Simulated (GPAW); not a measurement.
Consider ScCd (Pm-3m).

```xyz
2
Lattice="3.5263 0.0000 0.0000 0.0000 3.5263 0.0000 0.0000 0.0000 3.5263" Properties=species:S:1:pos:R:3 pbc="T T T"
Cd    0.0000    0.0000    0.0000
Sc    1.7631    1.7631    1.7631
```

Absorber: atom 2, with 8 Cd at 3.05 Å and 6 Sc at 3.53 Å (cube and octahedron, as in bcc, site symmetry m-3m). Method: GPAW, LDA, excited-electron core hole (neutral cell), 16-atom cell with 7.1 Å between holes, 4×4×4 k points, dipole transitions, Gaussian full width 0.9 eV up to 4 eV, rising linearly to 3.5 eV at 25 eV.

Question: Predict the near-edge structure at the Sc K edge.

Main maxima up to 30 eV above the zero (height): 1.8 eV (0.50), 3.6 eV (0.59), 5.8 eV (0.94), 12.4 eV (1.95), 18.3 eV (1.03), 23.4 eV (1.35) and 29.1 eV (1.28). A K edge sees empty p states, which here mix into the lowest empty bands, so that weight starts at the zero. The total-energy difference is 4493.90 eV. One term is added: -21.68 eV, since the hole is spin-paired here and a spin-polarised one costs that much less in the free atom (computed apart). The photon energy is then 4472.22 eV. The tabulated edge of the element is 4492 eV. The functional leaves an error in such absolute values: in the free atom LDA prices this hole 12.5 eV below PBE (computed apart), and PBE is itself good to a few eV.

The Sc K spectrum (energy from the lowest empty level; intensity scaled to a mean of 1 over the first 20 eV):

```tsv
E (eV)	intensity
-2.0	0.00
-1.5	0.00
-1.0	0.01
-0.5	0.08
0.0	0.26
0.5	0.35
1.0	0.42
1.5	0.48
2.0	0.48
2.5	0.41
3.0	0.49
3.5	0.59
4.0	0.52
4.5	0.54
5.0	0.75
5.5	0.90
6.0	0.92
6.5	0.81
7.0	0.84
7.5	0.91
8.0	0.94
8.5	0.99
9.0	1.09
9.5	1.32
10.0	1.58
10.5	1.73
11.0	1.75
11.5	1.78
12.0	1.90
12.5	1.95
13.0	1.79
13.5	1.50
14.0	1.24
14.5	1.04
15.0	0.91
15.5	0.83
16.0	0.80
16.5	0.84
17.0	0.91
17.5	0.98
18.0	1.02
18.5	1.03
19.0	1.00
19.5	0.97
20.0	0.95
20.5	0.97
21.0	1.03
21.5	1.12
22.0	1.21
22.5	1.29
23.0	1.34
23.5	1.35
24.0	1.33
24.5	1.30
25.0	1.27
25.5	1.24
26.0	1.23
26.5	1.23
27.0	1.24
27.5	1.25
28.0	1.27
28.5	1.28
29.0	1.28
29.5	1.28
30.0	1.27
30.5	1.26
31.0	1.25
31.5	1.24
32.0	1.23
```

Quadrupole 1s→3d transitions, which feed the pre-edge, are not in the dipole spectrum. The mesh is coarse (0.22 Å⁻¹ between points), so small maxima may be mesh ripples. Lifetime broadening is put in by hand, and intensities beyond about 20 eV depend on it and on the partial waves. The structure is a computed Materials Project entry and may be a hypothetical form.

[Banner, clock and machine lines of the logs are left out without a mark of their own.]

[Logs are printed without paths, hosts, clocks, repeated set-up lines and the standing remarks that a program may print on its own settings, such as how far it seeks lower states.]

[Hosts, paths, dates, database ids (printed as entryN), source tags and the programs' standing remarks are cut or masked in the printed files.]

[Lists of maxima count a maximum above −3 eV only where it reaches 4 % of the highest in the window and stands out from its surroundings by 2 % of it (1.5 % where it reaches 55 %); shoulders and weaker maxima are passed over, and of the rest the first, up to two pre-edge ones and the few strongest are named.]
